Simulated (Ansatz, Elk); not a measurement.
# How far do independent atoms describe Nb2TlSe4?

Structure refinements treat a crystal as free atoms side by side. For a made-up structure of Nb2TlSe4 (cell and positions from a PBE relaxation) the runs below show what the calculated density changes in F(hkl).

Main program and level: Elk 11.2.3 (patched build); DFT, PBE, all-electron APW+lo, Dirac cores, scalar-relativistic bands, static density, no spin.

This account leaves out most program logs.

The structure was built from a prototype and need not be the compound's stable phase.

## 1. The starting structure

It takes space group P3m1 (No. 156, trigonal). Conventional cell: a = 3.496 Å, b = 3.496 Å, c = 16.249 Å, α = 90.00°, β = 90.00°, γ = 120.00°. Nearest to Tl lie 4 Se at 3.17 to 3.49 Å and 6 Tl at 3.50 Å. Nearest to Nb lie 6 Se at 2.61 to 2.62 Å. Se has 3 Nb at 2.62 Å and 1 Tl at 3.17 Å nearest. Se has 3 Nb at 2.62 Å and 3 Tl at 3.49 Å nearest. Nearest to Se lie 3 Nb at 2.61 Å. Farther neighbours and most contacts between anions are not listed.

## 2. Ground state and structure factors

An all-electron density is needed, since X-rays see the cores too. Task 0 finds the density and task 195 Fourier-transforms it; tshift is off so that phases refer to the origin typed.

elk.in reads:

```
tasks
  0
  195

xctype
  20

spinpol
  .false.

rgkmax
  7.0

gmaxvr
  14.0

lmaxo
  7

lmaxapw
  8

swidth
  0.002

tshift
  .false.

ramdisk
  .false.

hmaxvr
  5.5

maxscl
  120

epspot
  1e-06

sppath
  './'

avec
  6.60696363449 0.00000000000 0.00000000000
  -3.30348181725 5.72179834935 0.00000000000
  0.00000000000 0.00000000000 30.70578353550

atoms
  3
  'Tl.in'
  1
  -0.0000000000 -0.0000000000 0.0153339691   0.000000 0.000000 0.000000
  'Nb.in'
  2
  0.6666666667 0.3333333333 0.7173124499   0.000000 0.000000 0.000000
  -0.0000000000 -0.0000000000 0.2938257213   0.000000 0.000000 0.000000
  'Se.in'
  4
  -0.0000000000 -0.0000000000 0.8199971293   0.000000 0.000000 0.000000
  0.6666666667 0.3333333333 0.1906701125   0.000000 0.000000 0.000000
  0.6666666667 0.3333333333 0.3957120153   0.000000 0.000000 0.000000
  -0.0000000000 -0.0000000000 0.6156486026   0.000000 0.000000 0.000000

ngridk
  7 7 2
```

The run is started by

```bash
$ OMP_NUM_THREADS=4 elk
```

Wall time 2.4 min (4 threads of Arm Neoverse V2, shared host); peak memory 0.41 GiB.

SFACRHO.OUT:

```text

h k l indices transformed by vhmat matrix:
   1.000000000       0.000000000       0.000000000    
   0.000000000       1.000000000       0.000000000    
   0.000000000       0.000000000       1.000000000    

      h      k      l  multipl.   |H|            Re(F)            Im(F)           |F|

      0      0      0      1   0.0000000       299.00000     -0.11329859E-15   299.00000    
      0      0     -1      1  0.20462547       35.483216      -6.1054747       36.004659    
      0      0      1      1  0.20462547       35.483216       6.1054747       36.004659    
      0      0     -2      1  0.40925093      -25.179064      -8.1061992       26.451763    
      0      0      2      1  0.40925093      -25.179064       8.1061992       26.451763    
      0      0      3      1  0.61387640       94.930644       24.570513       98.058846    
      0      0     -3      1  0.61387640       94.930644      -24.570513       98.058846    
      0      0     -4      1  0.81850187       51.127443      -25.494055       57.131098    
      0      0      4      1  0.81850187       51.127443       25.494055       57.131098    
      0      0     -5      1   1.0231273       106.84565      -40.969667       114.43123    
      0      0      5      1   1.0231273       106.84565       40.969667       114.43123    
      1     -1      0      3   1.0981137       117.18174       78.940321       141.29095    
     -1      1      0      3   1.0981137       117.18174      -78.940321       141.29095    
     -1      1      1      3   1.1170163       71.633399       5.7726784       71.865622    
      0     -1     -1      3   1.1170163       52.878613       27.277747       59.499775    
      1     -1     -1      3   1.1170163       71.633399      -5.7726784       71.865622    
      1     -1      1      3   1.1170163       52.878613      -27.277747       59.499775    
      0     -1      2      3   1.1718959       52.891304       37.801869       65.011317
```

Elk indexes on the primitive cell of elk.in and gives |H| = 4π sin θ/λ in inverse bohr. Below, one row stands for each form hkl of the conventional cell (m members, Friedel mates merged), F is for one primitive cell and the density is static (no thermal factor). Free-atom factors are Waasmaier and Kirfel's, and R is Σm||F|−|F'||/Σm|F|.

```csv
hkl,m,sin θ/λ (Å⁻¹),"abs F, DFT",neutral atoms,diff.,abs of complex diff.
001,2,0.031,36.005,36.068,-0.064,0.064
002,2,0.061,26.452,26.303,+0.149,0.162
003,2,0.092,98.059,98.219,-0.161,0.164
004,2,0.123,57.131,57.476,-0.345,0.370
005,2,0.154,114.432,113.717,+0.715,0.726
100,6,0.165,141.291,141.251,+0.040,0.102
101,6,0.168,71.866,71.648,+0.218,0.620
011,6,0.168,59.500,59.575,-0.076,0.688
102,6,0.176,65.011,65.080,-0.069,0.125
012,6,0.176,58.228,58.360,-0.132,0.293
006,2,0.185,73.837,73.642,+0.195,0.204
013,6,0.189,54.636,54.691,-0.056,0.056
103,6,0.189,119.686,120.121,-0.434,0.480
014,6,0.206,155.717,156.293,-0.576,0.593
104,6,0.206,117.873,118.003,-0.130,0.130
007,2,0.215,105.172,106.016,-0.844,0.882
015,6,0.226,129.511,129.507,+0.004,0.045
105,6,0.226,68.015,68.169,-0.154,0.345
```

## 3. The highest occupied states alone

An energy window below the Fermi level keeps the highest occupied states, to see at which angles they scatter; shallow core shells can lie inside it and anion s states outside. No new self-consistency is needed.

Changes to elk.in since step 2:

```diff
@@ -1,3 +1,2 @@
 tasks
-  0
   195
@@ -40,2 +39,5 @@
 
+wsfac
+  -0.346280 0.504960
+
 sppath
```

The run is started by

```bash
$ OMP_NUM_THREADS=4 elk
```

It took 28 s on 4 threads; peak memory 0.25 GiB.

States within 15 eV below the Fermi level hold 47.00 electrons; any levels below the window count with the cores. Their amplitudes can exceed the total, where window and core parts have opposite phase:

```csv
hkl,sin θ/λ (Å⁻¹),"abs F, window","abs F, all"
001,0.031,6.022,36.005
002,0.061,1.716,26.452
003,0.092,10.453,98.059
004,0.123,4.819,57.131
005,0.154,13.747,114.432
100,0.165,10.835,141.291
101,0.168,8.179,71.866
011,0.168,5.657,59.500
102,0.176,5.797,65.011
012,0.176,5.345,58.228
```

## 4. Another try

In this try the input is made faulty on purpose, to show what that does.

The input is changed as shown.

Changes to elk.in since step 3:

```diff
@@ -1,2 +1,3 @@
 tasks
+  0
   195
@@ -39,5 +40,2 @@
 
-wsfac
-  -0.346280 0.504960
-
 sppath
@@ -66,3 +64,3 @@
 
-ngridk
+ngrid
   7 7 2
```

The run is started by

```bash
$ OMP_NUM_THREADS=4 elk
```

It took 0.02 s on 4 threads; peak memory 0.16 GiB.

The program refused the input before any cycle.

The program's message: “Error(readinput): invalid block name : ngrid”

A key was misspelt on purpose.

## 5. Another functional

The difference from free atoms is small, so it is set against the change that PBEsol makes.

Changes to elk.in since step 4:

```diff
@@ -5,3 +5,3 @@
 xctype
-  20
+  22
 
@@ -64,3 +64,3 @@
 
-ngrid
+ngridk
   7 7 2
```

The run is started by

```bash
$ OMP_NUM_THREADS=4 elk
```

The job ended after 2.4 min (4 threads; peak memory 0.4 GiB).

Against the first run R = 0.01 %; the largest change is -0.033 at 005.

## 6. Basis size

A smaller basis shows how fast F responds to it; the change is likely larger than the basis error of the first run, but doesn't show convergence.

Changes to elk.in since step 5:

```diff
@@ -5,3 +5,3 @@
 xctype
-  22
+  20
 
@@ -11,3 +11,3 @@
 rgkmax
-  7.0
+  5.5
```

The run is started by

```bash
$ OMP_NUM_THREADS=4 elk
```

Run time: 92 s. Hardware: 4 threads; peak memory 0.39 GiB.

Against the first run R = 0.03 %; the largest change is +0.092 at 200.

## 7. Settings against the effect

```csv
run,R against the first run (%),"R against neutral atoms, low angle (%)",wall time
"PBE, rgkmax 7",0.00,0.23,2.4 min
PBEsol,0.01,0.24,2.4 min
rgkmax 5.5,0.03,0.25,92 s
```

## 8. Results

```json
{"R against neutral atoms, sin θ/λ < 0.3 Å⁻¹": "0.23 %", "R against neutral atoms, 0.3 to 0.58 Å⁻¹": "0.13 %"}
```

What this shows: Independent neutral atoms miss the calculated amplitudes by R = 0.23 % below 0.3 Å⁻¹ and 0.13 % from there to 0.58 Å⁻¹; by shells, 0.33 % below 0.15 Å⁻¹ (4 forms), 0.23 % 0.15 to 0.3 (25 forms), 0.18 % 0.3 to 0.45 (50 forms), 0.09 % above 0.45 (70 forms). Bonding, aspherical density and the tables' own atoms all enter these figures, and the runs don't part them. The largest change of an amplitude is -0.84 electrons, at 007. R counts amplitudes alone; phases shift too. The window's part falls from 47.0 electrons at the origin to at most 0.47 between 0.45 and 0.58 Å⁻¹. The window holds more than the 37 outer electrons of the free atoms, so shallow core shells lie inside it. Below 0.3 Å⁻¹ the changes that finished (PBEsol and rgkmax 5.5) move F by R = 0.03 % at most, against the 0.23 % that separates it from free atoms. The k-mesh has no finished test. These runs have no spin, though d or f shells may be open. The electron count is odd, so without spin the run is a metal by force. Spin-orbit coupling is left out, which can matter for elements this heavy. Part of the difference isn't bonding: the tables are fits to free atoms and ions calculated by other methods than this functional. Thermal motion, anomalous dispersion and extinction are left out.

[Logs are printed without paths, hosts, clocks, repeated set-up lines and the standing remarks that a program may print on its own settings, such as how far it seeks lower states.]

[Hosts, paths, dates, database ids (printed as entryN), source tags and the programs' standing remarks are cut or masked in the printed files.]
